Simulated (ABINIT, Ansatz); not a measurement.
An input for ABINIT 10.8.3 (Li2SnF6 (P-31m)):

```
acell 3*1.0 Angstrom
rprim 
  4.909513934494 -0.000000000024 0.000000000000
  -2.454756967227 4.251763787517 0.000000000000
  0.000000000000 0.000000000000 4.538039080000
ntypat 3
znucl 3 50 9
natom 9
typat 1 1 2 3 3 3 3 3 3
xred 
  0.666666666667 0.333333333333 0.500000000000
  0.333333333333 0.666666666667 0.500000000000
  0.000000000000 0.000000000000 0.000000000000
  0.329091060000 0.329091060000 0.255027190000
  0.670908940000 0.670908940000 0.744972810000
  0.670908940000 0.000000000000 0.255027190000
  0.329091060000 0.000000000000 0.744972810000
  0.000000000000 0.670908940000 0.255027190000
  0.000000000000 0.329091060000 0.744972810000
pp_dirpath "pseudos"
pseudos "Li.upf, Sn.upf, F.upf"
ecut 44
ngkpt 3 3 2
nshiftk 1
shiftk 0 0 0
kptopt 1
chksymbreak 0
istwfk *1
occopt 1
irdwfk 1
optdriver 99
bs_calctype 1
mbpt_sciss 4.561 eV
bs_loband 19
nband 37
bs_exchange_term 1
bs_coulomb_term 11
bs_coupling 0
bs_algorithm 1
bs_freq_mesh 0 16 0.1 eV
zcut 0.15 eV
ecuteps 3.6
ecutwfn 22
inclvkb 2
irdscr 1
indata_prefix "in"
outdata_prefix "out"
tmpdata_prefix "tmp"
```

```sh
OMP_NUM_THREADS=1 mpirun -n 4 abinit run.abi > log
```

Q: Estimate wall time and host memory on 4 MPI ranks of Arm Neoverse V1, shared host.

It took 23 s; on shared hardware allow 11 s to 45 s. Peak host memory was 0.54 GiB.

The kernel grows as the square of the matrix size, and full diagonalisation as its cube.

[Paths, hosts, dates, memory and timing lines, banners, echoed tables and standing remarks are left out of the program output.]

[Logs are printed without paths, hosts, clocks, repeated set-up lines and the standing remarks that a program may print on its own settings, such as how far it seeks lower states.]

[Runs of the session that timed out or met a known fault of the program may be left out.]

[Hosts, paths, dates, database ids (printed as entryN), source tags and the programs' standing remarks are cut or masked in the printed files.]

[G0W0 gaps are taken among the corrected bands and points alone; a level outside them can change the order at an edge.]

[Where Ansatz stands beside ABINIT at settings called matched, ABINIT's density can come from a denser mesh and the files from another edition; pairs whose starting gaps differed by over 0.03 eV were left out, so agreement reads better than it is.]
